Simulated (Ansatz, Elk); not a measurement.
# AgRuS2: X-ray structure factors from the self-consistent density, part 2 of 2

Structure refinements treat a crystal as free atoms side by side. For a made-up structure of AgRuS2 (cell and positions from a PBE relaxation) the runs below show what the calculated density changes in F(hkl).

Elk 11.2.3 (patched build); all-electron DFT.

So far: Starting point; Ground state and structure factors; The highest occupied states alone.

The structure was built from a prototype and need not be the compound's stable phase.

## Step 4: Another functional

Level of this step: DFT, LDA (Perdew-Wang), all-electron APW+lo, Dirac cores, scalar-relativistic bands, static density, no spin (Elk).

The difference from free atoms is small, so it is set against the change that LDA (Perdew-Wang) makes.

elk.in reads:

```
tasks
  0
  195

xctype
  3

spinpol
  .false.

rgkmax
  7.0

gmaxvr
  14.0

lmaxo
  7

lmaxapw
  8

swidth
  0.002

tshift
  .false.

ramdisk
  .false.

hmaxvr
  5.5

maxscl
  120

epspot
  1e-06

sppath
  './'

avec
  6.63415670727 0.00000000000 -0.00000000000
  0.00000000000 5.79096894184 -0.00000000000
  -0.00000000000 -0.00000000000 13.33142278556

atoms
  3
  'Ag.in'
  1
  0.5000000000 0.5000000000 0.5000000000   0.000000 0.000000 0.000000
  'Ru.in'
  1
  0.0000000000 0.0000000000 0.0000000000   0.000000 0.000000 0.000000
  'S.in'
  2
  0.5000000000 0.0000000000 0.7888783029   0.000000 0.000000 0.000000
  0.5000000000 -0.0000000000 0.2111216971   0.000000 0.000000 0.000000

ngridk
  6 7 3
```

On the command line:

```console
$ OMP_NUM_THREADS=4 elk
```

Numbers of over 12 decimals in the logs are rounded to 6 here.

The log of the run:

```text
┌─────────────────────────┐
│ Elk code version 11.2.3 │
└─────────────────────────┘

All units are atomic (Hartree, Bohr, etc.)

┌─────────────────────────────────────────────────┐
│ Ground-state run starting from atomic densities │
└─────────────────────────────────────────────────┘

Lattice vectors :
   6.634156707       0.000000000      -0.000000000
   0.000000000       5.790968942      -0.000000000
  -0.000000000      -0.000000000       13.33142279

Reciprocal lattice vectors :
  0.9470963054       0.000000000       0.000000000
[...]
muffin-tins (core leakage)
  species : 1 (Ag)
[...]
species : 2 (Ru)
[...]
species : 3 (S)
   atom 1                    :    13.77897443     (  0.3180663408E-03)
   atom 2                    :    13.77897443     (  0.3180663408E-03)
 total in muffin-tins        :    115.6401876
 total calculated charge     :    122.9993471
 total charge                :    123.0000000
 error                       :   0.6528843795E-03

┌──────────────────────────────┐
│ Self-consistent loop stopped │
└──────────────────────────────┘

Warning : core states of species 3 leak from the muffin-tin :   0.3180663408E-03

Wrote STATE.OUT
[key lines of the parts left out:]
total energy                :     -10635.868412803
```

It took 8 s on 4 threads of AMD EPYC 9R45 (Zen 5), shared host; peak memory 0.18 GiB.

Against the first run R = 0.05 %; the largest change is -0.049 at 010.

## Step 5: Basis size

A smaller basis shows how fast F responds to it; the change is likely larger than the basis error of the first run, but doesn't show convergence.

Edit elk.in of step 4 so:

```diff
@@ -5,3 +5,3 @@
 xctype
-  3
+  20
 
@@ -11,3 +11,3 @@
 rgkmax
-  7.0
+  5.5
```

On the command line:

```console
$ OMP_NUM_THREADS=4 elk
```

The log of the run:

```text
┌─────────────────────────┐
│ Elk code version 11.2.3 │
└─────────────────────────┘

All units are atomic (Hartree, Bohr, etc.)

┌─────────────────────────────────────────────────┐
│ Ground-state run starting from atomic densities │
└─────────────────────────────────────────────────┘

Lattice vectors :
   6.634156707       0.000000000      -0.000000000
   0.000000000       5.790968942      -0.000000000
  -0.000000000      -0.000000000       13.33142279

Reciprocal lattice vectors :
  0.9470963054       0.000000000       0.000000000
[...]
muffin-tins (core leakage)
  species : 1 (Ag)
[...]
species : 2 (Ru)
[...]
species : 3 (S)
   atom 1                    :    13.75148057     (  0.3179359817E-03)
   atom 2                    :    13.75148057     (  0.3179359817E-03)
 total in muffin-tins        :    115.4497012
 total calculated charge     :    122.9990528
 total charge                :    123.0000000
 error                       :   0.9472238770E-03

┌──────────────────────────────┐
│ Self-consistent loop stopped │
└──────────────────────────────┘

Warning : core states of species 3 leak from the muffin-tin :   0.3179359817E-03

Wrote STATE.OUT
[key lines of the parts left out:]
total energy                :     -10647.402914989
```

Elapsed: 11 s, on 4 threads; peak memory 0.18 GiB; 32 s of CPU time.

Against the first run R = 0.07 %; the largest change is +0.083 at 220.

## Step 6: Basis size

The basis and the expansions that go with it are enlarged, to see whether the differences are converged.

Edit elk.in of step 5 so:

```diff
@@ -11,12 +11,12 @@
 rgkmax
-  5.5
+  8.5
 
 gmaxvr
-  14.0
+  18.0
 
 lmaxo
-  7
+  9
 
 lmaxapw
-  8
+  10
```

On the command line:

```console
$ OMP_NUM_THREADS=4 elk
```

The log of the run:

```text
┌─────────────────────────┐
│ Elk code version 11.2.3 │
└─────────────────────────┘

All units are atomic (Hartree, Bohr, etc.)

┌─────────────────────────────────────────────────┐
│ Ground-state run starting from atomic densities │
└─────────────────────────────────────────────────┘

Lattice vectors :
   6.634156707       0.000000000      -0.000000000
   0.000000000       5.790968942      -0.000000000
  -0.000000000      -0.000000000       13.33142279

Reciprocal lattice vectors :
  0.9470963054       0.000000000       0.000000000
[...]
muffin-tins (core leakage)
  species : 1 (Ag)
[...]
species : 2 (Ru)
[...]
species : 3 (S)
   atom 1                    :    13.80195302     (  0.3204851223E-03)
   atom 2                    :    13.80195302     (  0.3204851223E-03)
 total in muffin-tins        :    115.6978897
 total calculated charge     :    122.9994967
 total charge                :    123.0000000
 error                       :   0.5032900048E-03

┌──────────────────────────────┐
│ Self-consistent loop stopped │
└──────────────────────────────┘

Warning : core states of species 3 leak from the muffin-tin :   0.3204851223E-03

Wrote STATE.OUT
[key lines of the parts left out:]
total energy                :     -10647.553536200
```

The job ended after 27 s (4 threads; peak memory 0.31 GiB).

Against the first run R = 0.01 %; the largest change is -0.011 at 205.

## Step 7: Settings against the effect

```csv
run,R against the first run (%),"R against neutral atoms, low angle (%)",wall time
"PBE, rgkmax 7",0.00,0.52,13 s
LDA (Perdew-Wang),0.05,0.53,8 s
rgkmax 5.5,0.07,0.56,11 s
rgkmax 8.5 with larger expansions,0.01,0.51,27 s
```

## Step 8: Outcome

| Item | Value |
| --- | --- |
| R against neutral atoms, sin θ/λ < 0.3 Å⁻¹ | 0.52 % |
| R against neutral atoms, 0.3 to 0.68 Å⁻¹ | 0.31 % |

**Reading.** Independent neutral atoms miss the calculated amplitudes by R = 0.52 % below 0.3 Å⁻¹ and 0.31 % from there to 0.68 Å⁻¹; by shells, 0.80 % below 0.15 Å⁻¹ (3 forms), 0.50 % 0.15 to 0.3 (14 forms), 0.34 % 0.3 to 0.45 (31 forms), 0.30 % above 0.45 (101 forms). Bonding, aspherical density and the tables' own atoms all enter these figures, and the runs don't part them. The largest change of an amplitude is -0.50 electrons, at 110. The window's part falls from 31.0 electrons at the origin to at most 0.73 between 0.45 and 0.68 Å⁻¹. Below 0.3 Å⁻¹ the changes that finished (LDA (Perdew-Wang), rgkmax 5.5 and rgkmax 8.5 with larger expansions) move F by R = 0.07 % at most, against the 0.52 % that separates it from free atoms. The k-mesh has no finished test. These runs have no spin, though d or f shells may be open. The electron count is odd, so without spin the run is a metal by force. Part of the difference isn't bonding: the tables are fits to free atoms and ions calculated by other methods than this functional. Thermal motion, anomalous dispersion and extinction are left out.

[Logs are printed without paths, hosts, clocks, repeated set-up lines and the standing remarks that a program may print on its own settings, such as how far it seeks lower states.]

[Hosts, paths, dates, database ids (printed as entryN), source tags and the programs' standing remarks are cut or masked in the printed files.]
